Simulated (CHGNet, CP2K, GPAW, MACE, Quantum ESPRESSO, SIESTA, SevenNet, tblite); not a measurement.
# GPAW runs on random wurtzite alloy of AlN and GaN (72 atoms)

How do the settings of GPAW change the result for random wurtzite alloy of AlN and GaN (72 atoms)? A plane-wave run serves as the yardstick.

Main program and level: GPAW 26.7.0; the method is named at each step.

**1. The structure**

The cell holds 72 atoms: 22 Ga, 36 N and 14 Al. Cell: a = 9.477 Å, b = 9.477 Å, c = 10.212 Å, α = 90.0°, β = 90.0°, γ = 120.0°. It derives from AlN (wurtzite), repeated 3×3×2. Wurtzite AlN, 3 x 3 x 2 conventional cells, 22 of 36 Al sites given to Ga at random (x = 0.611), lattice by Vegard's rule (a = 3.159 Å, c = 5.106 Å); not relaxed, displaced by a Gaussian of 0.02 Å. Then every atom was moved at random, 0.02 Å r.m.s. a Cartesian component.

The yardstick, on the same geometry:

```
method                                           : Kohn-Sham DFT, PBE, SSSP efficiency 1.3.0 pseudopotentials, plane waves (Quantum ESPRESSO 7.5); sssp-pbe-1.3.0-efficiency, cutoffs 70/560 Ry, Γ point
r.m.s. force component                           : 0.7479 eV/Å
longest force                                    : 3.137 eV/Å
pressure                                         : 5.805 GPa
gap (highest filled to lowest empty level) : 2.672 eV
time                                             : 8 min on 2 MPI ranks of AMD EPYC 9R14 (Zen 4), shared host
CPU time                                         : 16 min
```

**2. PBE, LCAO dzp, h 0.18 Å**

Method: Kohn-Sham DFT, PBE, PAW, atomic orbitals (dzp).

Input file run.py:

```python
import numpy as np
from ase.io import read
from gpaw import GPAW, FermiDirac

atoms = read("structure.xyz")
atoms.calc = GPAW(
    mode="lcao",
    basis="dzp",
    h=0.18,
    xc="PBE",
    kpts={"size": (1, 1, 1), "gamma": True},
    occupations=FermiDirac(0.05),
    maxiter=200,
    symmetry={"point_group": False},
    txt="gpaw.txt",
)
energy = atoms.get_potential_energy(force_consistent=True)
forces = atoms.get_forces()
print(f"energy {energy:.6f} eV")
print("forces (eV/A)")
for i, (a, f) in enumerate(zip(atoms, forces)):
    print(f"{i:4d} {a.symbol:2s} {f[0]:10.5f} {f[1]:10.5f} {f[2]:10.5f}")
print(f"Fermi level {atoms.calc.get_fermi_level():.4f} eV")
for k in range(len(atoms.calc.get_ibz_k_points())):
    for s in range(atoms.calc.get_number_of_spins()):
        e = atoms.calc.get_eigenvalues(kpt=k, spin=s)
        n = np.searchsorted(e, atoms.calc.get_fermi_level())
        print(f"k {k} spin {s} levels about the Fermi level:", np.round(e[max(n - 6, 0):n], 4).tolist(), "|", np.round(e[n:n + 6], 4).tolist())
```

Input file structure.xyz:

```xyz
72
Lattice="9.47730 0.00000 0.00000 -4.73865 8.20758 0.00000 0.00000 0.00000 10.21220" Properties=species:S:1:pos:R:3 pbc="T T T"
Ga 4.72420 8.20405 0.00725
N -0.02701 1.85984 0.65552
Al -0.03161 1.83037 2.54182
N 9.40944 0.03874 3.15424
Ga 0.01360 0.02487 5.13061
N -0.01322 1.81133 5.73129
Al -0.03170 1.80542 7.67937
N 0.02369 0.03825 8.27770
Ga 7.87208 2.76210 0.02308
N -1.66341 4.54183 0.62335
Ga -1.59039 4.55192 2.54386
N 7.87322 2.73452 3.17089
Ga -1.57167 2.77490 5.06178
N -1.55049 4.57589 5.77183
Al -1.64275 4.52558 7.68172
N -1.58953 2.76136 8.27198
Ga 6.26331 5.43022 10.19402
N -3.16641 7.27577 0.61069
Al -3.15002 7.26198 2.59666
N 6.27122 5.45427 3.17824
Ga 6.25857 5.48669 5.11703
N -3.13609 7.29219 5.70750
Ga -3.11874 7.27380 7.64720
N -3.17082 5.49777 8.26218
Al -1.55541 8.20577 10.19688
N 3.20143 1.85442 0.63489
Al 3.12969 1.83472 2.57123
N -1.60394 8.20676 3.16588
Ga -1.57655 8.18329 5.13316
N 3.17641 1.75199 5.73568
Al 3.16243 1.80197 7.68080
N 3.16888 0.01814 8.29241
Al 1.61237 2.76563 10.19382
N 1.57513 4.59575 0.62397
Al 1.62152 4.52968 2.54529
N 1.58427 2.77096 3.20122
Ga 1.61090 2.73994 5.11866
N 1.62441 4.60938 5.70331
Ga 1.60763 4.60544 7.70572
N 1.61351 2.76875 8.22868
Ga -0.04497 5.49506 10.17156
N -0.00393 7.32026 0.66390
Ga -0.01147 7.28012 2.52711
N 0.00948 5.43522 3.16272
Al -0.01170 5.48455 5.12704
N -0.04781 7.33503 5.73241
Ga 0.02047 7.29457 7.67549
N 0.04383 5.51623 8.25626
Ga 6.37789 0.05425 0.02716
N 6.35396 1.82487 0.59772
Ga 6.31477 1.85007 2.53467
N 1.59678 8.17828 3.18825
Ga 6.29127 0.02077 5.13572
N 6.28952 1.86755 5.72853
Ga 6.32529 1.81609 7.69877
N 1.61531 8.20134 8.29588
[... 12 atom lines left out ...]
Al 3.18864 5.41881 5.14879
N 3.16442 7.28628 5.67941
Ga 3.12519 7.30319 7.64210
N 3.09292 5.46395 8.29118
```

Started as:

```bash
OMP_NUM_THREADS=1 python run.py > output.txt
```

The program printed:

```text
energy -435.882631 eV
forces (eV/A)
   0 Ga    1.45124    1.05000   -0.08839
   1 N     1.96743    0.53638    0.12450
   2 Al    0.44496    0.02876    0.53276
   3 N     2.55584    0.37338   -0.33964
   4 Ga   -0.35493   -0.56529   -1.06347
   5 N     0.19793    1.05725    1.75732
   6 Al    0.70748    0.91446   -0.38776
   7 N    -0.35244    0.35198   -0.74232
   8 Ga    1.19675   -0.47448   -0.88540
   9 N     1.32561    1.11790   -0.24229
  10 Ga   -0.00093    0.54944    0.47340
  11 N     1.54348   -0.56594   -1.01921
  12 Ga   -0.17658   -0.41345    1.26499
  13 N     0.25949    0.92704    0.46000
  14 Al    1.16356    0.88259   -0.44841
  15 N     1.41418    0.23438   -0.37526
  16 Ga    0.72589    1.66403   -0.10645
  17 N     1.47538    0.72572    1.10124
  18 Al   -0.83365    0.77229   -0.69349
  19 N    -0.66888    0.59783   -0.84461
  20 Ga    1.79730   -0.55031   -0.35641
  21 N    -0.88766   -0.06690    0.51163
  22 Ga   -0.68444    1.28564    0.05387
  23 N    -0.46709   -2.66698   -0.79805
[...]
64 Ga   -1.05828    0.61694    0.00154
  65 N    -0.28920   -1.84933   -0.23389
  66 Ga    0.22552    0.19299    0.58141
  67 N     0.12717   -2.17389    1.11782
  68 Al   -0.30547    1.37046   -1.17258
  69 N    -0.16132   -1.56122    0.28303
  70 Ga    1.76635   -0.30701   -0.52854
  71 N     4.29344    0.78365    0.28874
Fermi level 7.8246 eV
k 0 spin 0 levels about the Fermi level: [6.079, 6.1308, 6.1715, 6.5598, 6.6082, 6.6158] | [9.272, 11.3774, 11.3874, 11.5241, 11.5654, 11.635]
```

gpaw.txt:

```text
Input parameters:
  mode=LCAO(),
  basis={'default': 'dzp'},
  h=0.18,
  kpts=MonkhorstPack(size=(1, 1, 1), gamma=True),
  maxiter=200,
  occupations=Occupations(name='fermi-dirac', width=0.05, fixmagmom=False),
  symmetry=Symmetry(point_group=False),
  xc=XC(name='PBE')
Unit cell  # Å
| periodic |         x |        y |         z |   lengths |     angles |
|----------|-----------|----------|-----------|-----------|------------|
|      yes |  9.477300 | 0.000000 |  0.000000 |  9.477300 |  90.000000 |
|      yes | -4.738650 | 8.207580 |  0.000000 |  9.477298 |  90.000000 |
|      yes |  0.000000 | 0.000000 | 10.212200 | 10.212200 | 120.000008 |
Number of symmetries: 1
Symmetry operations  # r_c * U_cc + t_c -> r_c
|   | kind |            matrix            |
|---|------|------------------------------|
| 0 |  E   |  1, 0, 0,  0, 1, 0,  0, 0, 1 |
BZ-sampling:
  Number of BZ points: 1
  Number of IBZ points: 1
  Monkhorst-Pack size: [1, 1, 1]
  Monkhorst-Pack shift: [0, 0, 0]
[... lines left out ...]
eigensolver:
density mixing:
  MSR1-Mixer
occupation numbers:
  Fermi-Dirac:
    width: 0.0500  # eV
FastPoissonSolver using
    Stencil: 8*3+1=25 point O(h^6) finite-difference Laplacian
xc functional:
  name: PBE with 2 nearest neighbor stencil
interpolation: tri-quintic # 5. degree polynomial
Initialization done in: 8.241 s
convergence criteria:
- Maximum [total energy] change in last 3 cyles: 0.0005 eV / valence electron
- Maximum integral of absolute [dens]ity change: 0.0001 electrons / valence electron
- Maximum integral of absolute [eigenst]ate change: 4e-08 eV^2 / valence electron
maximum number of iterations: 200
SCF iterations
|iter     |      energy | eigst |  dens |
|---------|-------------|-------|-------|
|iter:   1| -489.000227 |      c|       |
|iter:   2| -475.083477 |      c| -0.61 |
|iter:   3| -435.823936 |      c| -0.66 |
|iter:   4| -435.852824 |      c| -1.33 |
|iter:   5| -435.906462c|      c| -1.61 |
|iter:   6| -435.882864c|      c| -2.54 |
|iter:   7| -435.882713c|      c| -3.27 |
|iter:   8| -435.882650c|      c| -3.61 |
|iter:   9| -435.882632c|      c| -3.88 |
|iter:  10| -435.882631c|      c| -4.45c|
Converged in 10 steps
SCF loop duration: 188.160 s (18.816 s/step)
Energy contributions relative to reference atoms: (reference = -1309252.673498)
Energy contributions:
  Kinetic:        1414.540820
  Coulomb:       -1236.604883
  Zero:             19.699345
  External:          0.000000
  Xc:             -633.517913
  Entropy:          -0.000000
  Spinorbit:         0.000000
  ----------------------------
  Free energy:    -435.882631
  Extrapolated:   -435.882631
dipole moment: (4.129885, 19.779095, -25.883123)  # |e|*Ang
Fermi level: 7.825
Eigenvalues  # (at kpt = [0.000, 0.000, 0.000])
| band index |      eig [eV] | occ [0-2] |
|------------|---------------|-----------|
|          0 |        -9.354 |     2.000 |
|        ... |               |           |
|        136 |         5.966 |     2.000 |
|        137 |         6.058 |     2.000 |
[...]
|        151 |        11.686 |     0.000 |
|        ... |               |           |
|        176 |        13.451 |     0.000 |
Gap: 2.656 eV
Transition (v -> c):
  (s=0, k=0, n=143, [0.00, 0.00, 0.00]) -> (s=0, k=0, n=144, [0.00, 0.00, 0.00])
No difference between direct/indirect transitions
Force computation time: 48.564  # s
timing:  # [seconds]
  Total:  245.001  # ━━━━━━━━━━━━━━━━━━━━━━━━━━━━━━━━━━━━━━━━━━━━━━━━━━━━━━━━
  Init:     8.240  # ━━
  SCF:    188.160  # ━━━━━━━━━━━━━━━━━━━━━━━━━━━━━━━━━━━━━━━━━━━
  Forces:  48.565  # ━━━━━━━━━━━
```

Run time: 4.1 min. Hardware: 1 thread of AMD EPYC 9R14 (Zen 4), shared host; peak memory 1.3 GiB.

Banners, paths, timers and routine set-up lines are dropped from the logs unmarked, and long logs keep their key lines alone; longer cuts are marked.

Against the reference:

| Item | Value |
| --- | --- |
| r.m.s. force component | 1.038 eV/Å |
| r.m.s. difference of force components | 328.2 meV/Å |
| longest difference of force vectors | 1238 meV/Å |
| force difference over r.m.s. force | 43.89 % |
| slope of forces against the reference's | 1.366 |
| correlation of force components | 0.9847 |
| gap (highest filled to lowest empty level) | 2.656 eV |
| gap difference | -0.016 eV |

This run lies far from the reference in forces at the same functional. Basis and potentials both differ; the latter hold 288 valence electrons against the reference's 508.

Length of the force difference by element (eV/Å):

| element | atoms | mean | most |
| --- | --- | --- | --- |
| Al | 14 | 0.058 | 0.10 |
| Ga | 22 | 0.40 | 0.93 |
| N | 36 | 0.69 | 1.2 |

Levels nearest the highest filled one (eV from it): -0.54, -0.48, -0.44, -0.06, -0.01, 0.00, 2.66, 4.76, 4.77, 4.91, 4.95, 5.02.

The surroundings of N72, which bears the longest force, nearest first, numbered as they follow in the input and with coordinates relative to it.

```csv
atom,x,y,z,distance (Å),bonds,Fx,Fy,Fz (eV/Å)
N72,0.00,0.00,0.00,0.00,4,4.29,0.78,0.29
Ga39,-1.49,-0.86,-0.59,1.81,4,-1.71,-1.62,-1.98
Ga65,0.10,0.03,1.94,1.95,4,-1.06,0.62,0.00
Ga71,0.03,1.84,-0.65,1.95,4,1.77,-0.31,-0.53
Al63,1.62,-0.91,-0.64,1.97,4,-0.07,0.16,0.55
N48,-3.05,0.05,-0.03,3.05,4,-2.77,-1.90,-0.06
N40,-1.48,-2.70,-0.06,3.08,4,-0.68,-2.18,1.14
N34,-1.52,-0.87,2.54,3.09,4,-0.20,-1.61,0.55
N38,-1.47,-0.85,-2.59,3.10,4,-0.81,0.50,-0.18
```

Atoms are counted from 1 here, from 0 in the log.

Forces lie 44 % from the reference's, at 0.26 times its CPU time (on 1 against 2 cores).

**3. PBE, LCAO sz(dzp), h 0.18 Å**

Method: Kohn-Sham DFT, PBE, PAW, atomic orbitals (sz(dzp)).

run.py, as its differences from that of step 2:

```diff
@@ -7,3 +7,3 @@
     mode="lcao",
-    basis="dzp",
+    basis="sz(dzp)",
     h=0.18,
```

structure.xyz is that of step 2.

The program printed:

```text
energy -411.222982 eV
forces (eV/A)
   0 Ga    1.54305    1.10733   -0.22933
   1 N     1.85848    0.37629   -0.12870
   2 Al    0.47383    0.15701    0.71247
   3 N     2.50096    0.14500   -0.02227
   4 Ga   -0.45837   -0.63628   -1.31849
   5 N     0.22686    1.17144    1.53041
   6 Al    0.78002    1.22018   -0.51090
   7 N    -0.34416   -0.06846   -0.58561
   8 Ga    1.32063   -0.63739   -1.11870
   9 N     1.43928    1.21322   -0.21933
  10 Ga   -0.12121    0.62753    0.55613
  11 N     1.40939   -0.43044   -0.98210
  12 Ga   -0.30143   -0.47532    1.34527
  13 N    -0.09311    0.81806    0.28121
  14 Al    1.41588    1.09502   -0.55075
  15 N     1.21610    0.01958   -0.01207
  16 Ga    0.74479    1.97924   -0.19881
  17 N     1.29525    0.61414    1.07409
  18 Al   -0.99220    0.75399   -0.84308
  19 N    -0.42895    0.44944   -0.60827
  20 Ga    2.07644   -0.81444   -0.48080
  21 N    -0.97474   -0.04368    0.60386
  22 Ga   -0.78787    1.37632    0.12220
  23 N    -0.51943   -2.57652   -0.51373
[...]
64 Ga   -1.20803    0.84011   -0.15931
  65 N    -0.27813   -2.01614   -0.16617
  66 Ga    0.21987    0.24809    0.66074
  67 N     0.13923   -2.04893    1.25688
  68 Al   -0.25092    1.62230   -1.62852
  69 N    -0.18235   -1.35443    0.53220
  70 Ga    1.94994   -0.34604   -0.43328
  71 N     4.34150    0.98195    0.48080
Fermi level 8.2941 eV
k 0 spin 0 levels about the Fermi level: [6.4881, 6.531, 6.5653, 7.044, 7.0809, 7.0957] | [9.7771, 12.0676, 12.1246, 12.4319, 12.6061, 12.6405]
```

gpaw.txt:

```text
Input parameters:
  mode=LCAO(),
  basis={'default': 'sz(dzp)'},
  h=0.18,
  kpts=MonkhorstPack(size=(1, 1, 1), gamma=True),
  maxiter=200,
  occupations=Occupations(name='fermi-dirac', width=0.05, fixmagmom=False),
  symmetry=Symmetry(point_group=False),
  xc=XC(name='PBE')
Unit cell  # Å
| periodic |         x |        y |         z |   lengths |     angles |
[... lines left out ...]
  Fermi-Dirac:
[... lines left out ...]
convergence criteria:
- Maximum [total energy] change in last 3 cyles: 0.0005 eV / valence electron
[... lines left out ...]
Converged in 9 steps
[... lines left out ...]
  Free energy:    -411.222982
  Extrapolated:   -411.222982
dipole moment: (3.175485, 19.689216, -25.354146)  # |e|*Ang
Fermi level: 8.294
Eigenvalues  # (at kpt = [0.000, 0.000, 0.000])
| band index |      eig [eV] | occ [0-2] |
|------------|---------------|-----------|
|          0 |        -9.180 |     2.000 |
|        ... |               |           |
|        136 |         6.343 |     2.000 |
|        137 |         6.464 |     2.000 |
[...]
|        151 |        12.751 |     0.000 |
|        ... |               |           |
|        176 |        15.177 |     0.000 |
Gap: 2.681 eV
Transition (v -> c):
  (s=0, k=0, n=143, [0.00, 0.00, 0.00]) -> (s=0, k=0, n=144, [0.00, 0.00, 0.00])
No difference between direct/indirect transitions
Force computation time: 8.608  # s
timing:  # [seconds]
  Total:  51.360  # ━━━━━━━━━━━━━━━━━━━━━━━━━━━━━━━━━━━━━━━━━━━━━━━━━━━━━━━━━
  Init:    6.050  # ━━━━━━╸
  SCF:    36.666  # ━━━━━━━━━━━━━━━━━━━━━━━━━━━━━━━━━━━━━━━━╸
  Forces:  8.608  # ━━━━━━━━━╸
```

The job ended after 53 s (1 thread; peak memory 0.95 GiB).

Against the reference:

| Item | Value |
| --- | --- |
| r.m.s. force component | 1.069 eV/Å |
| r.m.s. difference of force components | 340.5 meV/Å |
| longest difference of force vectors | 1397 meV/Å |
| force difference over r.m.s. force | 45.52 % |
| slope of forces against the reference's | 1.417 |
| correlation of force components | 0.9918 |
| gap (highest filled to lowest empty level) | 2.681 eV |
| gap difference | 0.0092 eV |

This is a coarse setting, run to see what it loses.

Against the first run (44 %), the force difference from the reference is 46 %, at 0.21 times the CPU time, with 288 basis functions against 936.

**4. The ladder**

Differences are against the plane-wave reference, forces as r.m.s. over components; share is that over the reference's r.m.s. force, slope the least-squares factor from reference forces to these. Total energies of different programs have different zeros and aren't compared.

```
                                      run  Δ force, r.m.s. (meV/Å)  share (%)  slope  Δ gap (eV)  cores  CPU time  memory (GiB)
                                reference                        -          -      -           -      2    16 min           3.1
             GPAW PBE, LCAO dzp, h 0.18 Å                      328       43.9  1.366      -0.016      1   4.1 min           1.3
GPAW PBE, LCAO sz(dzp), h 0.18 Å (coarse)                      340       45.5  1.417      0.0092      1      53 s          0.95
```

Rows marked coarse were listed beforehand as settings not expected to be converged; some can still land near the reference.

CPU time is summed over cores on a shared host, where runs went side by side, so it is rough. Symmetry, cutoffs, thresholds, outputs and thread counts weren't matched or tuned between programs; memory under MPI is the largest rank's times the ranks.

A second geometry, displaced anew (every atom was moved at random, 0.08 Å r.m.s. a Cartesian component), gives an energy difference that all programs can be tested on. The reference puts it at 181.1 meV/atom.

```csv
run,energy less the first geometry's (meV/atom),error (meV/atom),force share at the second geometry (%)
"GPAW PBE, LCAO dzp, h 0.18 Å",205.0,23.9,32.1
"GPAW PBE, LCAO sz(dzp), h 0.18 Å",238.8,57.7,43.8
```

**5. Summary of results**

```json
{
 "nearest in forces": "GPAW PBE, LCAO dzp, h 0.18 Å, 44 %",
 "its CPU time": "4.1 min"
}
```

In words: The PBE run in local orbitals, coarse settings apart, differs by 44 % (GPAW PBE, LCAO dzp, h 0.18 Å); basis, grid and potentials can all enter, and differences of this size make the forces unusable. Runs with settings chosen to be coarse differ by 46 % (GPAW PBE, LCAO sz(dzp), h 0.18 Å), their programs' other errors included. Of the electronic-structure runs that take under half the reference's CPU time, GPAW PBE, LCAO dzp, h 0.18 Å comes nearest, at 44 % in 4.1 min against 16 min. GPAW PBE, LCAO sz(dzp), h 0.18 Å stiffens the forces by a factor of 1.42 while following their directions (correlation 0.992); the slopes of the 2 GPAW runs lie between 1.37 and 1.42. At the same functional, gaps differ from the reference's 2.67 eV by between -0.02 and +0.01 eV. These are spacings on the run's k-points, which needn't hold the band edges. The energy difference between the two geometries, 181 meV/atom in the reference, is met best by GPAW PBE, LCAO dzp, h 0.18 Å (+23.9) and worst by GPAW PBE, LCAO sz(dzp), h 0.18 Å (coarse) (+57.7). The potentials hold different valence shells: 508 electrons in the reference, 288 in GPAW; this bears on time and differences. GPAW's setups keep the filled d shell of Ga in the core. GPAW's Ga setup keeps the 3d shell in the core. The host structure and its lattice constant were typed by rule, without a check against the phase diagram. The reference's pressure of 5.8 GPa belongs to a cell and atoms that aren't relaxed at this level. The electronic-structure runs sample only Γ, in a cell whose shortest periodic width is 8 Å.

[Also dropped from logs without a mark: logging warnings of Python, and SIESTA's first energy breakdown and zero terms.]

[Logs are printed without paths, hosts, clocks, repeated set-up lines and the standing remarks that a program may print on its own settings, such as how far it seeks lower states.]

[Hosts, paths, dates, database ids (printed as entryN), source tags and the programs' standing remarks are cut or masked in the printed files.]
